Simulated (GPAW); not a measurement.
# Si/Ti(0001): work function by functional and basis, part 2 of 2

Wanted: work functions and dipole of Si/Ti(0001), with the cost of each level.

GPAW 26.7.0; GPAW, PAW setups; slab in vacuum, relaxation (the session's first sound run).

So far, upper work function (eV): step 2 (relaxation, PBE, GPAW) 5.07; step 4 (self-consistent run: xc = "revPBE") 5.00; step 5 (self-consistent run: xc = "RPBE") 5.00; step 6 (OptPBE vdW: xc = "optPBE-vdW", GPAW, PAW setups, GPAW) 5.22; step 7 (self-consistent run: xc = "vdW-DF2", GPAW, PAW setups, GPAW) 5.29.

## 8. Self-consistent run: xc = "LDA"

The same geometry under LDA, to see how far the functional moves the levels against the vacuum.

run.py reads:

```python
import json
import numpy as np
from ase import Atoms
from gpaw import GPAW, PW

slab = Atoms(
    ['Ti', 'Ti', 'Ti', 'Ti', 'Si'],
    positions=[
        [2.95000, 1.70318, 8.00000],
        [0.00000, 0.00000, 10.34230],
        [2.95000, 1.70318, 12.72693],
        [0.00000, -0.00000, 14.98927],
        [1.47500, 0.85159, 17.16879]],
    cell=[[2.95, 0.0, 0.0], [1.475, 2.55477, 0.0], [0.0, 0.0, 25.30638]],
    pbc=[True, True, False])

slab.calc = GPAW(mode=PW(400), xc='LDA', kpts={'size': (12, 12, 1), 'gamma': True},
                 occupations={'name': 'fermi-dirac', 'width': 0.1}, nbands='200%',
                 convergence={'density': 1e-05}, maxiter=200,
                 poissonsolver={'dipolelayer': 'xy'},
                 symmetry={'tolerance': 1e-3}, txt='slab.txt')
result = {}
energy = slab.get_potential_energy()
fermi = slab.calc.get_fermi_level()
v = slab.calc.get_electrostatic_potential().mean((0, 1)) - fermi
n = slab.calc.get_pseudo_density().mean((0, 1))
L = slab.cell[2, 2]
z = np.arange(len(v)) * L / len(v)
low, high = slab.positions[:, 2].min(), slab.positions[:, 2].max()
below, above = np.interp([low - 5.8, high + 5.8], z, v)
slopes = [np.interp(x, z, np.gradient(v, z)) for x in (low - 5.8, high + 5.8)]
eps = np.array([[slab.calc.get_eigenvalues(k, s) for k in range(len(slab.calc.get_ibz_k_points()))]
                for s in range(slab.calc.get_number_of_spins())]) - fermi
top, bottom = eps[eps < 0].max(), eps[eps > 0].min()
dipole = slab.get_dipole_moment()[2]
print(f'energy {energy:.4f} eV, Fermi level {fermi:.4f} eV, dipole {dipole:.5f} e A')
print(f'potential 5.8 A off the faces, from the Fermi level: lower {below:.4f} eV, upper {above:.4f} eV')
print(f'slope of the potential there: lower {slopes[0]:.5f}, upper {slopes[1]:.5f} eV/A')
print(f'nearest levels on the mesh: {top:.4f} and {bottom:.4f} eV')
print('magnetic moment', round(slab.get_magnetic_moment(), 3))
result.update(energy=energy, fermi=fermi, dipole=dipole, below=below, above=above, slopes=slopes, edges=[top, bottom],
              z=z.tolist(), v=v.tolist(), n=n.tolist(), positions=slab.positions.tolist(),
              forces=slab.get_forces(apply_constraint=False).tolist(), moments=slab.get_magnetic_moments().tolist())
json.dump(result, open('result.json', 'w'))
```

Command:

```sh
OMP_NUM_THREADS=1 OPENBLAS_NUM_THREADS=1 python run.py
```

The log of the run:

```text
energy -33.6399 eV, Fermi level 1.0109 eV, dipole -0.02668 e A
potential 5.8 A off the faces, from the Fermi level: lower 4.5932 eV, upper 5.2316 eV
slope of the potential there: lower -0.00028, upper -0.00009 eV/A
nearest levels on the mesh: -0.0067 and 0.0025 eV
magnetic moment 0.0
```

The job ended after 2.4 min (1 thread of Arm Neoverse V1, shared host; peak memory 0.23 GiB).

Numbers from this step:

| Property | Result |
| --- | --- |
| dipole along the normal | -0.02668 e·Å |
| levels nearest the Fermi level on the mesh | -0.006680, 0.002513 eV from the Fermi level |
| upper work function | 5.232 eV |
| lower work function | 4.593 eV |

The electrostatic potential energy of an electron (without an applied field's), less the Fermi level, planar mean by z:

z (Å), electrostatic potential energy of an electron (without an applied field's), less the Fermi level, planar mean (eV) and a bar from the least value:
```
      0.0        4.9 ##############################
      0.5        4.6 #############################
      1.0        4.6 #############################
      1.5        4.6 #############################
      2.0        4.6 #############################
      2.5        4.6 #############################
      3.0        4.6 #############################
      3.5        4.6 #############################
      4.0        4.6 #############################
      4.5        4.6 #############################
      5.0        4.5 #############################
      5.5        4.4 #############################
      6.0        4.0 ############################
      6.5        2.7 ###########################
      7.0       -0.5 #######################
      7.5       -9.1 ############
      8.0      -19.3 
      8.5       -8.6 #############
      9.0       -0.4 #######################
      9.5       -1.8 #####################
     10.0      -13.0 ########
     10.5      -17.6 ##
     11.0       -5.0 ##################
     11.5        0.1 ########################
     12.0       -3.6 ###################
     12.5      -16.1 ####
     13.0      -14.9 #####
     13.5       -2.9 ####################
     14.0       -0.8 #######################
     14.5       -8.8 #############
     15.0      -19.0 
     15.5       -8.4 #############
     16.0       -1.0 ######################
     16.5       -4.0 ###################
     17.0      -15.3 #####
     17.5      -11.5 ##########
     18.0       -0.6 #######################
     18.5        3.6 ############################
     19.0        4.8 #############################
     19.5        5.1 ##############################
     20.0        5.2 ##############################
     20.5        5.2 ##############################
     21.0        5.2 ##############################
     21.5        5.2 ##############################
     22.0        5.2 ##############################
     22.5        5.2 ##############################
     23.0        5.2 ##############################
     23.5        5.2 ##############################
     24.0        5.2 ##############################
     24.5        5.2 ##############################
     25.0        5.2 ##############################
```

The upper face's work function is 5.232 eV, against 5.072 eV in the first plane-wave PBE run at this geometry.

## 9. Real-space grid: mode = "fd"

A real-space grid is a second complete basis, so it checks the plane-wave result.

run.py, as its differences from that of step 8:

```diff
@@ -3,3 +3,3 @@
 from ase import Atoms
-from gpaw import GPAW, PW
+from gpaw import GPAW
 
@@ -16,3 +16,3 @@
 
-slab.calc = GPAW(mode=PW(400), xc='LDA', kpts={'size': (12, 12, 1), 'gamma': True},
+slab.calc = GPAW(mode='fd', h=0.18, xc='PBE', kpts={'size': (12, 12, 1), 'gamma': True},
                  occupations={'name': 'fermi-dirac', 'width': 0.1}, nbands='200%',
```

The log of the run:

```text
energy -30.7102 eV, Fermi level -4.7416 eV, dipole -0.02758 e A
potential 5.8 A off the faces, from the Fermi level: lower 4.4101 eV, upper 5.0730 eV
slope of the potential there: lower -0.00025, upper 0.00002 eV/A
nearest levels on the mesh: -0.0094 and 0.0026 eV
magnetic moment 0.0
```

Run time: 12 min. Hardware: 1 thread; peak memory 1 GiB.

Numbers from this step:

| Quantity | Value |
| --- | --- |
| dipole along the normal | -0.02758 e·Å |
| levels nearest the Fermi level on the mesh | -0.009401, 0.002649 eV from the Fermi level |
| upper work function | 5.073 eV |
| lower work function | 4.410 eV |

Electrostatic potential energy of an electron (without an applied field's), less the Fermi level, planar mean against z:

| z (Å) | electrostatic potential energy of an electron (without an applied field's), less the Fermi level, planar mean (eV) |
| --- | --- |
| 0.0 | 4.74 |
| 0.5 | 4.41 |
| 1.0 | 4.41 |
| 1.5 | 4.41 |
| 2.0 | 4.41 |
| 2.5 | 4.41 |
| 3.0 | 4.41 |
| 3.5 | 4.41 |
| 4.0 | 4.40 |
| 4.5 | 4.39 |
| 5.0 | 4.34 |
| 5.5 | 4.19 |
| 6.0 | 3.76 |
| 6.5 | 2.53 |
| 7.0 | -0.742 |
| 7.5 | -9.41 |
| 8.0 | -19.5 |
| 8.5 | -8.86 |
| 9.0 | -0.721 |
| 9.5 | -2.10 |
| 10.0 | -13.3 |
| 10.5 | -17.9 |
| 11.0 | -5.25 |
| 11.5 | -0.175 |
| 12.0 | -3.91 |
| 12.5 | -16.4 |
| 13.0 | -15.2 |
| 13.5 | -3.22 |
| 14.0 | -1.09 |
| 14.5 | -9.11 |
| 15.0 | -19.4 |
| 15.5 | -8.78 |
| 16.0 | -1.20 |
| 16.5 | -4.20 |
| 17.0 | -15.5 |
| 17.5 | -11.6 |
| 18.0 | -0.687 |
| 18.5 | 3.50 |
| 19.0 | 4.67 |
| 19.5 | 4.97 |
| 20.0 | 5.05 |
| 20.5 | 5.07 |
| 21.0 | 5.07 |
| 21.5 | 5.07 |
| 22.0 | 5.07 |
| 22.5 | 5.07 |
| 23.0 | 5.07 |
| 23.5 | 5.07 |
| 24.0 | 5.07 |
| 24.5 | 5.07 |
| 25.0 | 5.07 |

The upper face's work function is 5.073 eV, against 5.072 eV in the first plane-wave PBE run at this geometry.

## 10. Atomic orbitals: mode = "lcao"

Atom-centred orbitals end a few angstrom from the surface, which tests how much the density's tail matters.

run.py, as its differences from that of step 9:

```diff
@@ -16,4 +16,4 @@
 
-slab.calc = GPAW(mode='fd', h=0.18, xc='PBE', kpts={'size': (12, 12, 1), 'gamma': True},
-                 occupations={'name': 'fermi-dirac', 'width': 0.1}, nbands='200%',
+slab.calc = GPAW(mode='lcao', basis='dzp', h=0.18, xc='PBE', kpts={'size': (12, 12, 1), 'gamma': True},
+                 occupations={'name': 'fermi-dirac', 'width': 0.1}, nbands='120%',
                  convergence={'density': 1e-05}, maxiter=200,
```

The log of the run:

```text
energy -30.0800 eV, Fermi level -4.7102 eV, dipole -0.02592 e A
potential 5.8 A off the faces, from the Fermi level: lower 4.3988 eV, upper 5.0216 eV
slope of the potential there: lower -0.00000, upper 0.00000 eV/A
nearest levels on the mesh: -0.0087 and 0.0012 eV
magnetic moment 0.0
```

The job ended after 24 min (1 thread; peak memory 0.41 GiB).

This step gave:

```yaml
dipole_along_the_normal: -0.02592 e·Å
levels_nearest_the_fermi_level_on_the_mesh: -0.008720, 0.001219 eV from the Fermi level
upper_work_function: 5.022 eV
lower_work_function: 4.399 eV
```

The electrostatic potential energy of an electron (without an applied field's), less the Fermi level, planar mean by z:

z (Å), electrostatic potential energy of an electron (without an applied field's), less the Fermi level, planar mean (eV) and a bar from the least value:
```
      0.0        4.7 ##############################
      0.5        4.4 #############################
      1.0        4.4 #############################
      1.5        4.4 #############################
      2.0        4.4 #############################
      2.5        4.4 #############################
      3.0        4.4 #############################
      3.5        4.4 #############################
      4.0        4.4 #############################
      4.5        4.4 #############################
      5.0        4.3 #############################
      5.5        4.2 #############################
      6.0        3.8 ############################
      6.5        2.5 ###########################
      7.0       -0.7 #######################
      7.5       -9.5 ############
      8.0      -19.6 
      8.5       -8.9 #############
      9.0       -0.8 #######################
      9.5       -2.1 #####################
     10.0      -13.3 ########
     10.5      -18.0 ##
     11.0       -5.3 #################
     11.5       -0.2 ########################
     12.0       -3.9 ###################
     12.5      -16.4 ####
     13.0      -15.2 #####
     13.5       -3.2 ####################
     14.0       -1.1 #######################
     14.5       -9.1 #############
     15.0      -19.5 
     15.5       -8.8 #############
     16.0       -1.3 ######################
     16.5       -4.3 ###################
     17.0      -15.6 #####
     17.5      -11.7 ##########
     18.0       -0.7 #######################
     18.5        3.5 ############################
     19.0        4.7 ##############################
     19.5        5.0 ##############################
     20.0        5.0 ##############################
     20.5        5.0 ##############################
     21.0        5.0 ##############################
     21.5        5.0 ##############################
     22.0        5.0 ##############################
     22.5        5.0 ##############################
     23.0        5.0 ##############################
     23.5        5.0 ##############################
     24.0        5.0 ##############################
     24.5        5.0 ##############################
     25.0        5.0 ##############################
```

The upper face's work function is 5.022 eV, against 5.072 eV in the first plane-wave PBE run at this geometry.

## 11. All levels side by side

Times are for 1 thread of Arm Neoverse V1, shared host. Results by setting:

| no. | run | upper work function (eV) | lower work function (eV) | time | memory (GiB) |
| --- | --- | --- | --- | --- | --- |
| 1 | pw | 5.072 | 4.413 | 2.2 min | 0.23 |
| 2 | revPBE | 5.003 | 4.313 | 2.4 min | 0.23 |
| 3 | RPBE | 5.004 | 4.303 | 2.4 min | 0.23 |
| 4 | optPBE vdW | 5.222 | 4.554 | 2.6 min | 0.36 |
| 5 | vdW DF2 | 5.292 | 4.623 | 2.7 min | 0.36 |
| 6 | LDA | 5.232 | 4.593 | 2.4 min | 0.23 |
| 7 | fd | 5.073 | 4.410 | 12 min | 1.0 |
| 8 | lcao | 5.022 | 4.399 | 24 min | 0.41 |

## 12. Side by side

Results and costs are gathered.

This step: comparison of work functions, dipole and cost (GPAW 26.7.0).

Ladder, by row:

| step | code | work function, upper (eV) | work function, lower (eV) | dipole (e Å) | wall time (s) | peak memory (GiB) | threads |
| --- | --- | --- | --- | --- | --- | --- | --- |
| pw | GPAW | 5.072 | 4.413 | -0.02753 | 134.2 | 0.23 | 1 |
| revPBE | GPAW | 5.003 | 4.313 | -0.02882 | 143 | 0.23 | 1 |
| RPBE | GPAW | 5.004 | 4.303 | -0.02927 | 146 | 0.23 | 1 |
| optPBE-vdW | GPAW | 5.222 | 4.554 | -0.02789 | 154.1 | 0.36 | 1 |
| vdW-DF2 | GPAW | 5.292 | 4.623 | -0.02792 | 163.3 | 0.36 | 1 |
| LDA | GPAW | 5.232 | 4.593 | -0.02668 | 145.6 | 0.23 | 1 |
| fd | GPAW | 5.073 | 4.41 | -0.02758 | 721.1 | 1.03 | 1 |
| lcao | GPAW | 5.022 | 4.399 | -0.02592 | 1443 | 0.41 | 1 |

## 13. A changed run

One more run, with changed settings.

This step: GPAW, PAW setups; slab in vacuum (GPAW 26.7.0).

run.py, as its differences from that of step 10:

```diff
@@ -3,3 +3,3 @@
 from ase import Atoms
-from gpaw import GPAW
+from gpaw import GPAW, PW
 
@@ -16,5 +16,5 @@
 
-slab.calc = GPAW(mode='lcao', basis='dzp', h=0.18, xc='PBE', kpts={'size': (12, 12, 1), 'gamma': True},
-                 occupations={'name': 'fermi-dirac', 'width': 0.1}, nbands='120%',
-                 convergence={'density': 1e-05}, maxiter=200,
+slab.calc = GPAW(mode=PW(400), xc='PBE', kpts={'size': (12, 12, 1), 'gamma': True},
+                 occupations={'name': 'fermi-dirac', 'width': 1.0}, nbands='200%',
+                 convergence={'density': 1e-05}, maxiter=100,
                  poissonsolver={'dipolelayer': 'xy'},
```

The log of the run:

```text
energy -31.5189 eV, Fermi level 1.0744 eV, dipole -0.01595 e A
potential 5.8 A off the faces, from the Fermi level: lower 4.9724 eV, upper 5.3585 eV
slope of the potential there: lower -0.04102, upper 0.03064 eV/A
nearest levels on the mesh: -0.0286 and 0.0068 eV
magnetic moment 0.0
```

Run time: 2 min. Hardware: 1 thread; peak memory 0.23 GiB.

The run finished. A setting was moved off its sound value on purpose, so it serves as a test and not as the result.

The fault put into the input: a smearing of electronvolts (width = 1.0).

Side by side:

| quantity | this run | sound run | difference |
| --- | --- | --- | --- |
| dipole along the normal (e·Å) | -0.015950 | -0.027532 | 0.0116 |

One result that differs is the dipole along the normal, -0.0159 e·Å against -0.0275 e·Å.

## 14. Results

```json
{
  "work function, upper and lower face": "5.072 and 4.413 eV",
  "dipole along the normal": "-0.0275 e Å"
}
```

What this shows: With plane waves and PBE the work function is 5.07 eV on the upper face and 4.41 eV on the lower. The two faces differ by 0.66 eV, the step that the slab's dipole makes (e p/(ε0 A) gives 0.66 eV), so the dipole layer is needed. Over the sound runs of the table the upper face's work function spans 5.003 (revPBE) to 5.292 eV (vdW-DF2). The cell of 7.54 Å² holds one Si, started on one chosen site; other sites and coverages weren't tried. The runs had no spin polarisation, so a magnetic state, which thin layers of d-metal atoms can have, wasn't tested. The in-plane lattice was kept as typed, which isn't the functional's own and leaves some strain; spin-orbit coupling and temperature are left out.

[Logs are printed without paths, hosts, clocks, repeated set-up lines and the standing remarks that a program may print on its own settings, such as how far it seeks lower states.]

[Hosts, paths, dates, database ids (printed as entryN), source tags and the programs' standing remarks are cut or masked in the printed files.]
